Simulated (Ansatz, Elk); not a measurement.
# How far do independent atoms describe Mo4H3?

Structure refinements treat a crystal as free atoms side by side. For a made-up structure of Mo4H3 (cell and positions from a PBEsol relaxation) the runs below show what the calculated density changes in F(hkl).

Method: DFT, PBE, all-electron APW+lo, Dirac cores, scalar-relativistic bands, static density, no spin, in Elk 11.2.3 (patched build).

The structure was built from a prototype and need not be the compound's stable phase.

### 1. Set-up

It takes space group P-42m (No. 111, tetragonal). Conventional cell: a = 4.094 Å, b = 4.094 Å, c = 4.253 Å, α = 90.00°, β = 90.00°, γ = 90.00°. Nearest to Mo lie 3 H at 1.79 to 1.86 Å. Nearest to H lie 4 Mo at 1.79 Å. H has 4 Mo at 1.81 Å nearest. H has 4 Mo at 1.86 Å nearest. Farther neighbours are not listed.

Coordinates:

```cif
data_structure
_symmetry_space_group_name_H-M 'P-42m'
_symmetry_Int_Tables_number 111
_cell_length_a 4.0945
_cell_length_b 4.0945
_cell_length_c 4.2533
_cell_angle_alpha 90.000
_cell_angle_beta 90.000
_cell_angle_gamma 90.000
_cell_volume 71.31
loop_
_atom_site_label
_atom_site_type_symbol
_atom_site_symmetry_multiplicity
_atom_site_Wyckoff_symbol
_atom_site_fract_x
_atom_site_fract_y
_atom_site_fract_z
_atom_site_occupancy
Mo1 Mo 4 n 0.25838 0.74162 0.73825 1
H1 H 1 d 0.50000 0.50000 0.00000 1
H2 H 1 c 0.00000 0.00000 0.50000 1
H3 H 1 a 0.00000 0.00000 0.00000 1
```

### 2. Ground state and structure factors

An all-electron density is needed, since X-rays see the cores too. Task 0 finds the density and task 195 Fourier-transforms it; tshift is off so that phases refer to the origin typed.

elk.in reads:

```
tasks
  0
  195

xctype
  20

spinpol
  .false.

rgkmax
  7.0

gmaxvr
  14.0

lmaxo
  7

lmaxapw
  8

swidth
  0.002

tshift
  .false.

ramdisk
  .false.

hmaxvr
  5.5

maxscl
  120

epspot
  1e-06

sppath
  './'

avec
  7.73746244517 0.00000000000 0.00000000000
  0.00000000000 7.73746244517 -0.00000000000
  0.00000000000 -0.00000000000 8.03759603282

atoms
  2
  'Mo.in'
  4
  0.2583797916 0.7416202084 0.7382529245   0.000000 0.000000 0.000000
  0.7416202084 0.2583797916 0.7382529245   0.000000 0.000000 0.000000
  0.7416202084 0.7416202084 0.2617470755   0.000000 0.000000 0.000000
  0.2583797916 0.2583797916 0.2617470755   0.000000 0.000000 0.000000
  'H.in'
  3
  0.5000000000 0.5000000000 0.0000000000   0.000000 0.000000 0.000000
  -0.0000000000 -0.0000000000 0.5000000000   0.000000 0.000000 0.000000
  -0.0000000000 -0.0000000000 0.0000000000   0.000000 0.000000 0.000000

ngridk
  6 6 5
```

Command:

```console
$ OMP_NUM_THREADS=4 elk
```

Numbers of over 12 decimals in the logs are rounded to 6 here.

Log:

```text
┌─────────────────────────┐
│ Elk code version 11.2.3 │
└─────────────────────────┘

All units are atomic (Hartree, Bohr, etc.)

┌─────────────────────────────────────────────────┐
│ Ground-state run starting from atomic densities │
└─────────────────────────────────────────────────┘

Lattice vectors :
   7.737462445       0.000000000       0.000000000
   0.000000000       7.737462445      -0.000000000
   0.000000000      -0.000000000       8.037596033

Reciprocal lattice vectors :
  0.8120472767      -0.000000000      -0.000000000
  -0.000000000      0.8120472767       0.000000000
  -0.000000000       0.000000000      0.7817244462

Unit cell volume      :    481.1974122
Brillouin zone volume :   0.5154853437

Muffin-tin inner radius fraction :   0.1000000000E-01

Nuclei treated as point charges

Species : 1 (Mo)
 parameters loaded from : Mo.in
 name : molybdenum
 nuclear charge    :   -42.00000000
 electronic charge :    42.00000000
 atomic mass :    174887.9214
 muffin-tin radius :    2.163722132
 number of radial points in muffin-tin :   1193
 inner part over the whole radius :   0.9900385230E-02
 number on inner part of muffin-tin    :    844
 approximate nuclear radius :   0.8334154960E-04
 number of mesh points to nuclear radius :    424
 atomic positions (lattice), magnetic fields (Cartesian) :
  1 :   0.25837979  0.74162021  0.73825292    0.00000000  0.00000000  0.00000000
  2 :   0.74162021  0.25837979  0.73825292    0.00000000  0.00000000  0.00000000
  3 :   0.74162021  0.74162021  0.26174708    0.00000000  0.00000000  0.00000000
  4 :   0.25837979  0.25837979  0.26174708    0.00000000  0.00000000  0.00000000

Species : 2 (H)
 parameters loaded from : H.in
 name : hydrogen
 nuclear charge    :   -1.000000000
 electronic charge :    1.000000000
 atomic mass :    1837.362221
 muffin-tin radius :    1.165081148
 number of radial points in muffin-tin :    393
 inner part over the whole radius :   0.9995045946E-02
 number on inner part of muffin-tin    :    257
 approximate nuclear radius :   0.2766748019E-04
 number of mesh points to nuclear radius :     79
 atomic positions (lattice), magnetic fields (Cartesian) :
  1 :   0.50000000  0.50000000  0.00000000    0.00000000  0.00000000  0.00000000
  2 :   0.00000000  0.00000000  0.50000000    0.00000000  0.00000000  0.00000000
  3 :   0.00000000  0.00000000  0.00000000    0.00000000  0.00000000  0.00000000

Total number of atoms per unit cell :    7
Total muffin-tin volume :    189.6015161
 ratio of muffin-tin to unit cell volume :   0.3940202322

Spin treatment :
 spin-unpolarised

Number of Bravais lattice symmetries :   16
Number of crystal symmetries         :    8
Crystal has no inversion symmetry
Complex Hermitian eigensolver will be used

k-point grid :      6     6     5
k-point offset :    0.000000000       0.000000000       0.000000000
k-point set is reduced with full crystal symmetry group
Total number of k-points :       36

Muffin-tin radius times maximum |G+k| :    7.000000000
 using average radius
Maximum |G+k| for APW functions       :    4.032878005
Maximum (1/2)|G+k|²                   :    8.132052502
Maximum |G| for potential and density :    14.00000000
Constant for pseudocharge density :    8
 order of it for each species :   15  13
 order of it for pair densities of each species (exact exchange by exxq0 0: 16) :   15   4
Radial integration step length :    1

G-vector grid sizes :     35    35    36
Number of G-vectors :    22303

Maximum angular momentum used for
 APW functions            :    8
 outer part of muffin-tin :    7
 inner part of muffin-tin :    2

Total nuclear charge    :   -171.0000000
Total core charge       :    112.0000000
Total valence charge    :    59.00000000
Total excess charge     :    0.000000000
Total electronic charge :    171.0000000

Effective Wigner radius, rₛ :   0.8758159588

Number of empty states         :     28
Total number of valence states :     58
Total number of core states    :    112

[...]
Estimated indirect band gap :   0.4411528278E-03
 from k-point 26 to k-point 21
Estimated direct band gap   :   0.8102901492E-02
 at k-point 4

Charges :
 core                        :    112.0000000
 valence                     :    59.00000000
 interstitial                :    13.30394195
 muffin-tins (core leakage)
  species : 1 (Mo)
   atom 1                    :    38.78415202     (  0.1048630762E-04)
   atom 2                    :    38.78415202     (  0.1048630762E-04)
[...]
species : 2 (H)
   atom 1                    :   0.8860639539     (   0.000000000    )
   atom 2                    :   0.8656270109     (   0.000000000    )
   atom 3                    :   0.8077589958     (   0.000000000    )
 total in muffin-tins        :    157.6960581
 total calculated charge     :    170.9993515
 total charge                :    171.0000000
 error                       :   0.6484518232E-03

RMS change in Kohn-Sham potential (target) :    45.83640288     (  0.1000000000E-05)
Absolute change in total energy (target)   :   0.2574649063     (  0.1000000000E-03)

[... loops 3 to 19 left out ...]

┌──────────────────┐
│ Loop number : 20 │
└──────────────────┘

Energies :
 Fermi                       :     0.504121
 sum of occupied eigenvalues :     -9606.2348668079
 electron kinetic            :      16795.571059392
 core electron kinetic       :      16408.496790852
 Coulomb                     :     -32498.812767694
 Coulomb potential           :     -25754.179990016
 nuclear-nuclear             :     -2074.7940976897
 electron-nuclear            :     -35137.770255291
 Hartree                     :      4713.7515852866
 Madelung                    :     -19621.722772686
 xc potential                :     -647.62593618411
 exchange                    :     -487.88526234893
 correlation                 :     -8.928712
 electron entropic           :    -0.14909840869436E-02
 total energy                :     -16200.057173626

Density of states at Fermi energy :    112.4337781
 (states/Hartree/unit cell)

Estimated indirect band gap :   0.8980087230E-03
 from k-point 10 to k-point 4
Estimated direct band gap   :   0.6114812428E-02
 at k-point 21

Charges :
 core                        :    112.0000000
 valence                     :    59.00000000
 interstitial                :    12.25814166
 muffin-tins (core leakage)
  species : 1 (Mo)
[...]
species : 2 (H)
[...]
total in muffin-tins        :    158.7418583
 total calculated charge     :    170.9993973
 total charge                :    171.0000000
 error                       :   0.6026815358E-03

RMS change in Kohn-Sham potential (target) :   0.8716219127E-06 (  0.1000000000E-05)
Absolute change in total energy (target)   :   0.3809544069E-05 (  0.1000000000E-03)

Convergence targets achieved

┌──────────────────┐
│ Loop number : 21 │
└──────────────────┘

Energies :
 Fermi                       :     0.504121
 sum of occupied eigenvalues :     -9606.2348665822
 electron kinetic            :      16795.571059474
 core electron kinetic       :      16408.496790869
 Coulomb                     :     -32498.812767554
 Coulomb potential           :     -25754.179989925
 nuclear-nuclear             :     -2074.7940976897
 electron-nuclear            :     -35137.770255101
 Hartree                     :      4713.7515852368
 Madelung                    :     -19621.722772592
 xc potential                :     -647.62593613160
 exchange                    :     -487.88526234553
 correlation                 :     -8.928712
 electron entropic           :    -0.14909840896682E-02
 total energy                :     -16200.057173401

Density of states at Fermi energy :    112.4337784
 (states/Hartree/unit cell)

Estimated indirect band gap :   0.8980087651E-03
 from k-point 10 to k-point 4
Estimated direct band gap   :   0.6114812427E-02
 at k-point 21

Charges :
 core                        :    112.0000000
 valence                     :    59.00000000
 interstitial                :    12.25814166
 muffin-tins (core leakage)
  species : 1 (Mo)
[...]
atom 2                    :    39.13141513     (  0.9877104596E-05)
   atom 3                    :    39.13141513     (  0.9877104596E-05)
   atom 4                    :    39.13141513     (  0.9877104596E-05)
  species : 2 (H)
   atom 1                    :   0.7628425006     (   0.000000000    )
   atom 2                    :   0.7491640666     (   0.000000000    )
   atom 3                    :   0.7041912634     (   0.000000000    )
 total in muffin-tins        :    158.7418583
 total calculated charge     :    170.9993973
 total charge                :    171.0000000
 error                       :   0.6026815475E-03

┌──────────────────────────────┐
│ Self-consistent loop stopped │
└──────────────────────────────┘

Wrote STATE.OUT
```

The job ended after 1.9 min (4 threads of Arm Neoverse V1, shared host; peak memory 0.24 GiB; 6.7 min of CPU time).

SFACRHO.OUT:

```text

h k l indices transformed by vhmat matrix:
   1.000000000       0.000000000       0.000000000    
   0.000000000       1.000000000       0.000000000    
   0.000000000       0.000000000       1.000000000    

      h      k      l  multipl.   |H|            Re(F)            Im(F)           |F|

      0      0      0      1   0.0000000       171.00000     -0.61854247E-16   171.00000    
      0      0      1      2  0.78172445      -10.402199      0.67470841E-14   10.402199    
      1      0      0      4  0.81204728      -7.1663067      0.67143319E-14   7.1663067    
      1      0      1      8   1.1271707     -0.60267456E-01 -0.29145022E-13  0.60267456E-01
     -1     -1      0      4   1.1484083       2.2182533     -0.77929492E-15   2.2182533    
      1     -1     -1      4   1.3892209      0.49173057      -129.13485       129.13579    
      1     -1      1      4   1.3892209      0.49173057       129.13485       129.13579    
      0      0     -2      2   1.5634489      -121.72734     -0.16022141E-14   121.72734    
      2      0      0      4   1.6240946      -120.72614      0.13686064E-12   120.72614    
     -1      0      2      8   1.7617586       6.5931500     -0.34483115E-14   6.5931500    
      0      2     -1      8   1.8024362       9.0176341     -0.33720029E-14   9.0176341    
      2      1      0      8   1.8157929       6.5098912     -0.13252615E-13   6.5098912    
     -1      1      2      4   1.9399005      0.70210756      -16.770069       16.784760    
      1     -1     -2      4   1.9399005      0.70210756       16.770069       16.784760    
      2      1      1      8   1.9769160     -0.77647696       11.865507       11.890886    
      1      2     -1      8   1.9769160     -0.77647696      -11.865507       11.890886    
      0     -2     -2      8   2.2543415       106.51868      0.98603721E-13   106.51868    
      2      2      0      4   2.2968165       106.17248     -0.24048085E-12   106.17248
```

Elk indexes on the primitive cell of elk.in and gives |H| = 4π sin θ/λ in inverse bohr. Below, one row stands for each form hkl of the conventional cell (m members, Friedel mates merged), F is for one primitive cell and the density is static (no thermal factor). Free-atom factors are Waasmaier and Kirfel's, and R is Σm||F|−|F'||/Σm|F|.

| hkl | m | sin θ/λ (Å⁻¹) | abs F, DFT | neutral atoms | diff. | abs of complex diff. |
| --- | --- | --- | --- | --- | --- | --- |
| 001 | 2 | 0.118 | 10.402 | 10.370 | +0.032 | 0.032 |
| 100 | 4 | 0.122 | 7.166 | 7.147 | +0.019 | 0.019 |
| 101 | 8 | 0.170 | 0.060 | 0.036 | +0.025 | 0.025 |
| 110 | 4 | 0.173 | 2.218 | 2.080 | +0.138 | 0.138 |
| 111 | 8 | 0.209 | 129.136 | 130.167 | -1.031 | 1.033 |
| 002 | 2 | 0.235 | 121.727 | 123.122 | -1.395 | 1.395 |
| 200 | 4 | 0.244 | 120.726 | 122.097 | -1.371 | 1.371 |
| 102 | 8 | 0.265 | 6.593 | 6.561 | +0.032 | 0.032 |
| 201 | 8 | 0.271 | 9.018 | 9.018 | -0.001 | 0.001 |
| 210 | 8 | 0.273 | 6.510 | 6.500 | +0.010 | 0.010 |
| 112 | 8 | 0.292 | 16.785 | 16.889 | -0.105 | 0.248 |
| 211 | 16 | 0.297 | 11.891 | 11.967 | -0.076 | 0.114 |
| 202 | 8 | 0.339 | 106.519 | 106.026 | +0.493 | 0.493 |
| 220 | 4 | 0.345 | 106.172 | 105.585 | +0.587 | 0.587 |

### 3. The highest occupied states alone

An energy window below the Fermi level keeps the highest occupied states, to see at which angles they scatter; shallow core shells can lie inside it and anion s states outside. No new self-consistency is needed.

elk.in, as its differences from that of step 2:

```diff
@@ -1,3 +1,2 @@
 tasks
-  0
   195
@@ -40,2 +39,5 @@
 
+wsfac
+  0.136630 0.804120
+
 sppath
```

Command:

```console
$ OMP_NUM_THREADS=4 elk
```

Log:

```text
┌─────────────────────────────────┐
│ Elk code version 11.2.3 started │
└─────────────────────────────────┘

Info(readinput): the functional depends on the density's gradient
 muffin-tin radial points multiplied by    2.00000
 (not where nrmtscf is given)

┌────────────────────┐
│ Current task : 195 │
└────────────────────┘
Info(checkmt): changed muffin-tin radius of species 1 (Mo) from   2.6000 to   2.1637
Info(checkmt): changed muffin-tin radius of species 2 (H) from   1.4000 to   1.1651

Info(sfacrho): density structure factors written to SFACRHO.OUT

 Energy window :   0.1366300000      0.8041200000

┌──────────────────┐
│ Elk code stopped │
└──────────────────┘
```

It took 8.6 s on 4 threads; peak memory 0.16 GiB.

States within 10 eV below the Fermi level hold 26.94 electrons; any levels below the window count with the cores. Their amplitudes can exceed the total, where window and core parts have opposite phase:

| hkl | sin θ/λ (Å⁻¹) | abs F, window | abs F, all |
| --- | --- | --- | --- |
| 001 | 0.118 | 0.309 | 10.402 |
| 100 | 0.122 | 0.003 | 7.166 |
| 101 | 0.170 | 0.520 | 0.060 |
| 110 | 0.173 | 1.774 | 2.218 |
| 111 | 0.209 | 4.285 | 129.136 |
| 002 | 0.235 | 1.357 | 121.727 |
| 200 | 0.244 | 1.054 | 120.726 |
| 102 | 0.265 | 0.487 | 6.593 |
| 201 | 0.271 | 0.482 | 9.018 |
| 210 | 0.273 | 0.437 | 6.510 |

### 4. Another functional

The difference from free atoms is small, so it is set against the change that LDA (Perdew-Wang) makes.

elk.in, as its differences from that of step 3:

```diff
@@ -1,2 +1,3 @@
 tasks
+  0
   195
@@ -4,3 +5,3 @@
 xctype
-  20
+  3
 
@@ -39,5 +40,2 @@
 
-wsfac
-  0.136630 0.804120
-
 sppath
```

Command:

```console
$ OMP_NUM_THREADS=4 elk
```

Log:

```text
┌─────────────────────────┐
│ Elk code version 11.2.3 │
└─────────────────────────┘

All units are atomic (Hartree, Bohr, etc.)

┌─────────────────────────────────────────────────┐
│ Ground-state run starting from atomic densities │
└─────────────────────────────────────────────────┘

Lattice vectors :
   7.737462445       0.000000000       0.000000000
   0.000000000       7.737462445      -0.000000000
   0.000000000      -0.000000000       8.037596033

Reciprocal lattice vectors :
  0.8120472767      -0.000000000      -0.000000000
[...]
atom 3                    :    39.13826547     (  0.5238703832E-05)
   atom 4                    :    39.13826547     (  0.5238703832E-05)
  species : 2 (H)
[...]
atom 2                    :   0.7365288865     (   0.000000000    )
   atom 3                    :   0.6907883420     (   0.000000000    )
 total in muffin-tins        :    158.7310463
 total calculated charge     :    170.9994218
 total charge                :    171.0000000
 error                       :   0.5781760685E-03

┌──────────────────────────────┐
│ Self-consistent loop stopped │
└──────────────────────────────┘

Wrote STATE.OUT
[key lines of the parts left out:]
total energy                :     -16183.421726123
```

Elapsed: 73 s, on 4 threads; peak memory 0.16 GiB; 4.5 min of CPU time.

Against the first run R = 0.04 %; the largest change is -0.054 at 202.

### 5. Basis size

A smaller basis shows how fast F responds to it; the change is likely larger than the basis error of the first run, but doesn't show convergence.

elk.in, as its differences from that of step 4:

```diff
@@ -5,3 +5,3 @@
 xctype
-  3
+  20
 
@@ -11,3 +11,3 @@
 rgkmax
-  7.0
+  5.5
```

Command:

```console
$ OMP_NUM_THREADS=4 elk
```

Log:

```text
┌─────────────────────────┐
│ Elk code version 11.2.3 │
└─────────────────────────┘

All units are atomic (Hartree, Bohr, etc.)

┌─────────────────────────────────────────────────┐
│ Ground-state run starting from atomic densities │
└─────────────────────────────────────────────────┘

Lattice vectors :
   7.737462445       0.000000000       0.000000000
   0.000000000       7.737462445      -0.000000000
   0.000000000      -0.000000000       8.037596033

Reciprocal lattice vectors :
  0.8120472767      -0.000000000      -0.000000000
[...]
atom 3                    :    39.10589395     (  0.9854938629E-05)
   atom 4                    :    39.10589395     (  0.9854938629E-05)
  species : 2 (H)
[...]
atom 2                    :   0.7429191290     (   0.000000000    )
   atom 3                    :   0.6979963341     (   0.000000000    )
 total in muffin-tins        :    158.6211442
 total calculated charge     :    170.9996537
 total charge                :    171.0000000
 error                       :   0.3462993686E-03

┌──────────────────────────────┐
│ Self-consistent loop stopped │
└──────────────────────────────┘

Wrote STATE.OUT
[key lines of the parts left out:]
total energy                :     -16199.999763096
```

Wall time 63 s (4 threads); peak memory 0.2 GiB; 3.6 min of CPU time.

Against the first run R = 0.02 %; the largest change is +0.044 at 400.

### 6. Settings against the effect

| run | R against the first run (%) | R against neutral atoms, low angle (%) | wall time |
| --- | --- | --- | --- |
| PBE, rgkmax 7 | 0.00 | 0.85 | 1.9 min |
| LDA (Perdew-Wang) | 0.04 | 0.84 | 73 s |
| rgkmax 5.5 | 0.02 | 0.87 | 63 s |

### 7. Results

| Quantity | Value |
| --- | --- |
| R against neutral atoms, sin θ/λ < 0.3 Å⁻¹ | 0.85 % |
| R against neutral atoms, 0.3 to 0.82 Å⁻¹ | 0.34 % |

Independent neutral atoms miss the calculated amplitudes by R = 0.85 % below 0.3 Å⁻¹ and 0.34 % from there to 0.82 Å⁻¹; by shells, 0.29 % below 0.15 Å⁻¹ (2 forms), 0.87 % 0.15 to 0.3 (10 forms), 0.53 % 0.3 to 0.45 (16 forms), 0.31 % above 0.45 (101 forms). Bonding, aspherical density and the tables' own atoms all enter these figures, and the runs don't part them. The largest change of an amplitude is -1.39 electrons, at 002. R counts amplitudes alone; phases shift too. Weak lines can change much in proportion: 310 goes from 0.40 to 0.20. The window's part falls from 26.9 electrons at the origin to at most 0.43 between 0.45 and 0.82 Å⁻¹. Below 0.3 Å⁻¹ the changes that finished (LDA (Perdew-Wang) and rgkmax 5.5) move F by R = 0.03 % at most, against the 0.85 % that separates it from free atoms. The k-mesh has no finished test. These runs have no spin, though d or f shells may be open. Part of the difference isn't bonding: the tables are fits to free atoms and ions calculated by other methods than this functional. Thermal motion, anomalous dispersion and extinction are left out.

[Logs are printed without paths, hosts, clocks, repeated set-up lines and the standing remarks that a program may print on its own settings, such as how far it seeks lower states.]

[Hosts, paths, dates, database ids (printed as entryN), source tags and the programs' standing remarks are cut or masked in the printed files.]
